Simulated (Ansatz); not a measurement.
# Meshes and cutoff for the phonons of SiC (Moissanite, P6_3mc), part 4 of 4

Wanted: convergence of the phonons of SiC (Moissanite, P6_3mc) against cost.

Ansatz 0.2.0; DFT LDA, scalar-relativistic, plane waves, PAW; PAW set soft_1.

So far. Step 9 (Another k mesh, k-mesh 14×14×8, q mesh 2×2×2): The highest optical mode at the zone centre (no LO-TO term) is 841.1 cm⁻¹, +0.0 cm⁻¹ against the base run. The relaxed cell has a = 3.056, c = 5.016 Å (conventional setting).

## (14) Another cutoff, cutoff 360 eV, k-mesh 10×10×6

The cutoff is set to 360 eV on a small fixed q mesh.

Input file input.yaml:

```yaml
crystal:
  lattice:
    - [3.0564521919, 0.0, 0.0]
    - [-1.5282260959, 2.6469652437, 0.0]
    - [0.0, 0.0, 5.0158810915]
  atoms:
    - { symbol: Si, position: [0.3333333333, 0.6666666667, 0.0045896652] }
    - { symbol: Si, position: [0.6666666667, 0.3333333333, 0.5045896652] }
    - { symbol: C, position: [0.3333333333, 0.6666666667, 0.3804103348] }
    - { symbol: C, position: [0.6666666667, 0.3333333333, 0.8804103348] }
kpoints:
  mp_grid: { grid: [10, 10, 6] }
hamiltonian:
  xc: lda
  pseudopotentials: { kind: paw, azcp: { folder: soft_1 }, xc_functional: pbe }
scf:
  occupations: { method: fixed }
output:
  eigenvalues: true
phonons:
  method: dfpt
  qmesh: [2, 2, 2]
  temperatures: { t_max: 1000, t_step: 50 }
  qpath:
    path:
      - [[0.0, 0.0, 0.0], [0.5, 0.0, 0.0], [0.33333333, 0.33333333, 0.0], [0.0, 0.0, 0.0], [0.0, 0.0, 0.5], [0.5, 0.0, 0.5], [0.33333333, 0.33333333, 0.5], [0.0, 0.0, 0.5]]
      - [[0.5, 0.0, 0.5], [0.5, 0.0, 0.0]]
      - [[0.33333333, 0.33333333, 0.5], [0.33333333, 0.33333333, 0.0]]
    npoints: 10
basis:
  ecutwfc: 360
```

Launch:

```sh
$ ansatz run input.yaml --threads 8 --pin off --max-ram 16384MiB --backend cpu --events-out ev --progress --plain --runs-dir out
```

Numbers of over 12 decimals in the logs are rounded to 6 here.

The log of the run:

```text
[...]
Crystal: 4 atoms, lattice volume = 40.580 Å³
Basis set: ecut = 360 eV, 627 PW (Γ), exchange–correlation on 40×40×64 points (8 copies of the dense FFT grid, shifted against one another)
Bands: 12, of which v1, the nominal top of the filled ones, is band 8 counted from 1 (7 counted from 0)
Symmetry: 12 space group operations
k-points: 56 of 600 (time reversal used)
[...]
ω (cm⁻¹)  modes    IR ((D/Å)²/amu)
[...]
optical modes at Γ + LO–TO along q̂ = [0.0000, 0.0000, 1.0000]:
      ω (cm⁻¹)  modes    IR ((D/Å)²/amu)
[...]
768.48      2             0.0000
        801.70      2            79.5926
        842.59      1             0.0000
        963.56      1            45.8874
--- Phonons (arbitrary-q DFPT): 4 irreducible q on the 2×2×2 mesh ---
[...]
interpolated dispersion: 94 rows × 12 modes
[...]
[key lines of the parts left out:]
SCF converged after 9 iterations
Free energy (F): -1704.367560 eV
Fermi energy:    9.639616 eV
```

Elapsed: 19 s, on 8 threads of Arm Neoverse V1, shared host; peak memory 0.55 GiB; 2.3 min of CPU time.

Frequencies (cm⁻¹) solved at each irreducible wavevector; negative means imaginary. Frequencies by wavevector, by row:

```
q in reciprocal lattice units  star  mode 1  mode 2  mode 3  mode 4  mode 10  mode 11  mode 12
                        0 0 0     1       0       0       0   258.1    801.7    801.7    842.6
                     0 0 -0.5     1   194.6   194.6   194.6   194.6    783.9    917.2    917.2
                     0 -0.5 0     3   258.5   342.4   362.2   438.4    790.8    850.6      862
                  0 -0.5 -0.5     3   322.3   322.3   323.4   323.4    790.4    837.9    837.9
```

The highest optical mode at the zone centre (no LO-TO term) is 842.6 cm⁻¹, +1.5 cm⁻¹ against the base run.

## (15) Another cutoff, cutoff 550 eV, k-mesh 10×10×6

The cutoff is set to 550 eV on a small fixed q mesh.

input.yaml, as its differences from that of step 14:

```diff
@@ -30,2 +30,2 @@
 basis:
-  ecutwfc: 360
+  ecutwfc: 550
```

The log of the run:

```text
[...]
Crystal: 4 atoms, lattice volume = 40.580 Å³
Basis set: ecut = 550 eV, 1177 PW (Γ), exchange–correlation on 48×48×80 points (8 copies of the dense FFT grid, shifted against one another)
Bands: 12, of which v1, the nominal top of the filled ones, is band 8 counted from 1 (7 counted from 0)
Symmetry: 12 space group operations
k-points: 56 of 600 (time reversal used)
[...]
ω (cm⁻¹)  modes    IR ((D/Å)²/amu)
[...]
optical modes at Γ + LO–TO along q̂ = [0.0000, 0.0000, 1.0000]:
      ω (cm⁻¹)  modes    IR ((D/Å)²/amu)
[...]
767.78      2             0.0000
        801.18      2            79.5987
        841.26      1             0.0000
        963.21      1            45.8925
--- Phonons (arbitrary-q DFPT): 4 irreducible q on the 2×2×2 mesh ---
[...]
interpolated dispersion: 94 rows × 12 modes
[...]
[key lines of the parts left out:]
SCF converged after 9 iterations
Free energy (F): -1704.407008 eV
Fermi energy:    9.639602 eV
```

Wall time 33 s (8 threads); peak memory 0.75 GiB; 4 min of CPU time.

Frequencies (cm⁻¹) solved at each irreducible wavevector; negative means imaginary. Frequencies by wavevector, by row:

```
q in reciprocal lattice units  star  mode 1  mode 2  mode 3  mode 4  mode 10  mode 11  mode 12
                        0 0 0     1       0       0       0     258    801.2    801.2    841.3
                     0 0 -0.5     1   194.5   194.5   194.5   194.5    783.3    916.6    916.6
                     0 -0.5 0     3   258.4   342.3     362   438.2    789.8    849.5    860.8
                  0 -0.5 -0.5     3   322.2   322.2   323.3   323.3    789.6    836.5    836.5
```

The highest optical mode at the zone centre (no LO-TO term) is 841.3 cm⁻¹, +0.2 cm⁻¹ against the base run.

## (16) Results

| Item | Value |
| --- | --- |
| highest optical mode at the zone centre (no LO-TO term), k-mesh 4×4×2 | 840 cm⁻¹ |
| highest optical mode at the zone centre (no LO-TO term), k-mesh 4×4×4 | 838 cm⁻¹ |
| highest optical mode at the zone centre (no LO-TO term), k-mesh 6×6×4 | 841 cm⁻¹ |
| highest optical mode at the zone centre (no LO-TO term), k-mesh 8×8×6 | 841 cm⁻¹ |
| highest optical mode at the zone centre (no LO-TO term), k-mesh 14×14×8 | 841 cm⁻¹ |
| highest optical mode at the zone centre (no LO-TO term), cutoff 170 eV | 806 cm⁻¹ |
| highest optical mode at the zone centre (no LO-TO term), cutoff 230 eV | 851 cm⁻¹ |
| highest optical mode at the zone centre (no LO-TO term), cutoff 290 eV | 843 cm⁻¹ |
| highest optical mode at the zone centre (no LO-TO term), cutoff 360 eV | 843 cm⁻¹ |
| highest optical mode at the zone centre (no LO-TO term), cutoff 550 eV | 841 cm⁻¹ |

**Reading.** Over the whole k mesh series, coarse runs included, the lowest mode on the q mesh (acoustic modes at Γ apart) runs from 191.9 to 194.5 cm⁻¹; from 6×6×4 on all solved modes stay within 1.6 cm⁻¹ of the finest run (14×14×8), against a tolerance of 9.2. Over the whole cutoff series, coarse runs included, the lowest mode on the q mesh (acoustic modes at Γ apart) runs from 184.7 to 194.6 cm⁻¹; from 360 eV on all solved modes stay within 1.4 cm⁻¹ of the finest run (550 eV), against a tolerance of 9.2. All runs share the cell relaxed at the base settings, which is not exactly at rest under another k mesh or cutoff. The program warns that the interpolation holds no quadrupole term, so branches close to Γ can be off in this crystal. The PAW files were made for PBE and serve the other functionals too. These are harmonic frequencies at zero temperature: anharmonic shifts, linewidths and thermal expansion are left out.

[Logs are printed without paths, hosts, clocks, repeated set-up lines and the standing remarks that a program may print on its own settings, such as how far it seeks lower states.]

[Hosts, paths, dates, database ids (printed as entryN), source tags and the programs' standing remarks are cut or masked in the printed files.]
